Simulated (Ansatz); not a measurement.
# How many bands does the GW gap of ScBiO3 (C2/c) need?

Wanted: a G0W0 gap for ScBiO3 (C2/c) that is converged in bands and cutoff, or an estimate of the limit.

Program: Ansatz 0.2.0. Level of theory: G0W0 on LDA, plane waves, PAW; PAW set soft_1. Results are calculated unless marked as measured.

This is a report of a sequence of runs, with most program output left out.

**1. The starting structure**

Symmetry: C2/c, No. 15, monoclinic system. The conventional cell has a = 9.981 Å, b = 5.894 Å, c = 10.143 Å, α = 90.00°, β = 108.92°, γ = 90.00°. Nearest to Sc lie 6 O at 2.10 to 2.16 Å. Nearest to Sc lie 6 O at 2.08 to 2.19 Å. Nearest to Bi lie 4 O at 2.17 to 2.58 Å. Nearest to O lie 2 Sc at 2.10 to 2.19 Å and 1 Bi at 2.17 Å. Nearest to O lie 2 Sc at 2.14 Å and 2 Bi at 2.20 to 2.58 Å. Nearest to O lie 2 Sc at 2.08 to 2.16 Å and 1 Bi at 2.20 Å. Farther neighbours and most contacts between anions are not listed.

The cell is the Materials Project's (PBE, PBE+U or r2SCAN) relaxed one; the ions were relaxed with LDA. Spin-orbit coupling is left out unless a step names it.

**2. 156 empty bands, screening to 39 eV**

G0W0 replaces the xc potential by the self-energy, built once from these orbitals. Only a window of levels is corrected, while the sums run over the empty bands that the input names. This step takes PAW set soft_1 files.

Contents of input.yaml:

```yaml
crystal:
  lattice:
    - [4.990429, -2.946812, 0.0]
    - [4.990429, 2.946812, 0.0]
    - [-3.288007, 0.0, 9.594851]
  atoms:
    - { symbol: Sc, position: [0.5, 0.0, 0.0] }
    - { symbol: Sc, position: [0.7467744295, 0.2532255705, 0.75] }
    - { symbol: Sc, position: [0.0, 0.5, 0.5] }
    - { symbol: Sc, position: [0.2532255705, 0.7467744295, 0.25] }
    - { symbol: Bi, position: [0.3068079702, 0.9668261159, 0.6377382856] }
    - { symbol: Bi, position: [0.9668261159, 0.3068079702, 0.1377382856] }
    - { symbol: Bi, position: [0.6931920298, 0.0331738841, 0.3622617144] }
    - { symbol: Bi, position: [0.0331738841, 0.6931920298, 0.8622617144] }
    - { symbol: O, position: [0.1733092497, 0.1188896856, 0.8377623058] }
    - { symbol: O, position: [0.7310255316, 0.1042719339, 0.9161184122] }
    - { symbol: O, position: [0.6309143319, 0.687847841, 0.3621311594] }
    - { symbol: O, position: [0.8811103144, 0.8266907503, 0.6622376942] }
    - { symbol: O, position: [0.312152159, 0.3690856681, 0.1378688406] }
    - { symbol: O, position: [0.3690856681, 0.312152159, 0.6378688406] }
    - { symbol: O, position: [0.1042719339, 0.7310255316, 0.4161184122] }
    - { symbol: O, position: [0.8957280661, 0.2689744684, 0.5838815878] }
    - { symbol: O, position: [0.8266907503, 0.8811103144, 0.1622376942] }
    - { symbol: O, position: [0.687847841, 0.6309143319, 0.8621311594] }
    - { symbol: O, position: [0.2689744684, 0.8957280661, 0.0838815878] }
    - { symbol: O, position: [0.1188896856, 0.1733092497, 0.3377623058] }
kpoints:
  mp_grid: { grid: [4, 4, 2] }
hamiltonian:
  xc: lda
  pseudopotentials: { kind: paw, azcp: { folder: soft_1 }, xc_functional: pbe }
scf:
  occupations: { method: fixed }
gw:
  n_empty_bands: 156
  ecut_chi: 39
  qp_bands: [v4, c4]
  qp_kpoints: band_edges
  screening: { model: contour_deformation }
```

Started as:

```console
ansatz run input.yaml --threads 24 --pin off --max-ram 82944MiB --backend cuda --events-out ev --progress --plain --runs-dir out --devices 1 --max-vram 78GiB
```

It took 12 s on 1 × NVIDIA GB200 (shared by 2 runs) with 24 threads of Arm Neoverse V2, shared host; peak memory 1.7 GiB.

Numbers from this step:

```
bands summed                                 : 244
RPA ε∞ on this mesh (eigenvalues)            : 5.276, 5.648, 5.878
plane waves in the screening matrix          : 141
q-points in the mesh                         : 32
G0W0 gap on the mesh                         : 3.810 eV
k of the valence top                         : 0, -0.5, -0.5
k of the conduction bottom                   : -0.5, -0.5, 0
starting gap on the mesh                     : 2.832 eV
Z at the valence top                         : 0.7604
Z at the conduction bottom                   : 0.8120
least direct G0W0 gap on the computed points : 4.010 eV
```

The gap on the mesh goes from 2.83 eV to 3.81 eV, a correction of +0.98 eV. Between the two edge states, bare exchange in place of the xc potential would open the gap by 7.77 eV, and correlation takes back 6.80 eV.

**3. 441 empty bands, screening to 78 eV**

Another rung: the empty bands reach about as high as the screening cutoff, so the two stay in balance.

input.yaml, as its differences from that of step 2:

```diff
@@ -34,4 +34,4 @@
 gw:
-  n_empty_bands: 156
-  ecut_chi: 39
+  n_empty_bands: 441
+  ecut_chi: 78
   qp_bands: [v4, c4]
```

It took 18 s on 1 × NVIDIA GB200 (shared by 2 runs) with 24 threads; peak memory 2.6 GiB; 55 s of CPU time.

This step gave:

| Item | Value |
| --- | --- |
| bands summed | 529 |
| RPA ε∞ on this mesh (eigenvalues) | 5.246, 5.607, 5.844 |
| plane waves in the screening matrix | 441 |
| q-points in the mesh | 32 |
| G0W0 gap on the mesh | 3.751 eV |
| k of the valence top | 0, -0.5, -0.5 |
| k of the conduction bottom | -0.5, -0.5, 0 |
| starting gap on the mesh | 2.832 eV |
| Z at the valence top | 0.7514 |
| Z at the conduction bottom | 0.8069 |
| least direct G0W0 gap on the computed points | 3.947 eV |

Against the run with 4×4×2 mesh, 156 empty bands, screening to 39 eV, PAW set soft_1 files, the gap moves by −0.06 eV.

**4. 949 empty bands, screening to 130 eV**

input.yaml, as its differences from that of step 3:

```diff
@@ -34,4 +34,4 @@
 gw:
-  n_empty_bands: 441
-  ecut_chi: 78
+  n_empty_bands: 949
+  ecut_chi: 130.0
   qp_bands: [v4, c4]
```

The job ended after 58 s (1 × NVIDIA GB200 (shared by 2 runs) with 24 threads; peak memory 4.8 GiB; 2.6 min of CPU time).

This step gave:

- bands summed: 1037
- RPA ε∞ on this mesh (eigenvalues): 5.189, 5.547, 5.771
- plane waves in the screening matrix: 965
- G0W0 gap on the mesh: 3.848 eV
- k of the valence top: 0, -0.5, -0.5
- k of the conduction bottom: -0.5, -0.5, 0
- starting gap on the mesh: 2.832 eV
- least direct G0W0 gap on the computed points: 4.041 eV

Against the run with 4×4×2 mesh, 441 empty bands, screening to 78 eV, PAW set soft_1 files, the gap moves by +0.10 eV.

**5. Changing the k mesh: 2×2×2 mesh, 441 empty bands, screening to 78 eV, PAW set soft_1 files**

Only the mesh changes. It samples the long-range screening, which converges on its own terms. Bands and cutoff differ from the step before, so it is read against an earlier run that matches them.

input.yaml, as its differences from that of step 4:

```diff
@@ -27,3 +27,3 @@
 kpoints:
-  mp_grid: { grid: [4, 4, 2] }
+  mp_grid: { grid: [2, 2, 2] }
 hamiltonian:
@@ -34,4 +34,4 @@
 gw:
-  n_empty_bands: 949
-  ecut_chi: 130.0
+  n_empty_bands: 441
+  ecut_chi: 78
   qp_bands: [v4, c4]
```

Elapsed: 6.1 s, on 1 × NVIDIA GB200 (shared by 2 runs) with 24 threads; peak memory 1.8 GiB; 13 s of CPU time.

This step gave:

| Item | Value |
| --- | --- |
| bands summed | 529 |
| RPA ε∞ on this mesh (eigenvalues) | 5.769, 5.816, 6.298 |
| plane waves in the screening matrix | 441 |
| G0W0 gap on the mesh | 3.726 eV |
| k of the valence top | 0, -0.5, -0.5 |
| k of the conduction bottom | -0.5, -0.5, 0 |
| starting gap on the mesh | 2.824 eV |
| least direct G0W0 gap on the computed points | 3.920 eV |

Against the run with 4×4×2 mesh, 441 empty bands, screening to 78 eV, PAW set soft_1 files, the gap moves by −0.03 eV.

**6. The runs together**

Times are wall times on 1 × NVIDIA GB200 (shared by 2 runs) with 24 threads of Arm Neoverse V2, shared host, good to a factor of about two.

```csv
mesh,files,frequency,bands summed,cutoff (eV),start (eV),G0W0 (eV),time,host memory (GiB)
4×4×2,PAW set soft_1,contour deformation,244,39,2.832,3.810,12 s,1.7
4×4×2,PAW set soft_1,contour deformation,529,78,2.832,3.751,18 s,2.6
4×4×2,PAW set soft_1,contour deformation,1037,130,2.832,3.848,58 s,4.8
2×2×2,PAW set soft_1,contour deformation,529,78,2.824,3.726,6.1 s,1.8
```

How the two edges are built up, in eV (the quasiparticle level is the starting level plus Σx plus Σc less Vxc):

```csv
run,edge,start,Σx,Σc,Vxc,Z,QP
244 bands,valence top,8.50,-24.06,3.79,-20.51,0.76,8.74
244 bands,conduction bottom,11.34,-10.50,-3.00,-14.72,0.81,12.55
529 bands,valence top,8.50,-24.06,3.58,-20.51,0.75,8.53
529 bands,conduction bottom,11.34,-10.50,-3.27,-14.72,0.81,12.28
1037 bands,valence top,8.50,-24.06,3.32,-20.51,0.75,8.27
1037 bands,conduction bottom,11.34,-10.50,-3.43,-14.72,0.80,12.12
```

**7. Outcome**

- 244 bands, 39 eV: 3.810 eV
- 529 bands, 78 eV: 3.751 eV
- 1037 bands, 130 eV: 3.848 eV
- mesh and start: 4×4×2, LDA

**Reading.** From 244 to 1037 bands the gap moves by +0.04 eV while the time grows 5.0-fold. Σc changes by −0.47 eV at the valence top and −0.43 eV at the conduction bottom, so the levels themselves move more than the gap between them. The gap turns back along the series, so no limit is drawn from it. On the 2×2×2 mesh in place of 4×4×2 the gap differs by −0.03 eV, of which −0.01 eV is already in the start. Where an edge is built on 6p states of lead, bismuth or thallium, scalar-relativistic gaps usually stand too wide, by a few tenths to over one eV. The many-body steps are scalar-relativistic: spin-orbit coupling is not in them.

[Paths, hosts, dates, memory and timing lines, banners, echoed tables and standing remarks are left out of the program output.]

[Logs are printed without paths, hosts, clocks, repeated set-up lines and the standing remarks that a program may print on its own settings, such as how far it seeks lower states.]

[Runs of the session that timed out or met a known fault of the program may be left out.]

[Cells called generated may have been cut or substituted from an entry of the Crystallography Open Database or the Materials Project.]

[Hosts, paths, dates, database ids (printed as entryN), source tags and the programs' standing remarks are cut or masked in the printed files.]
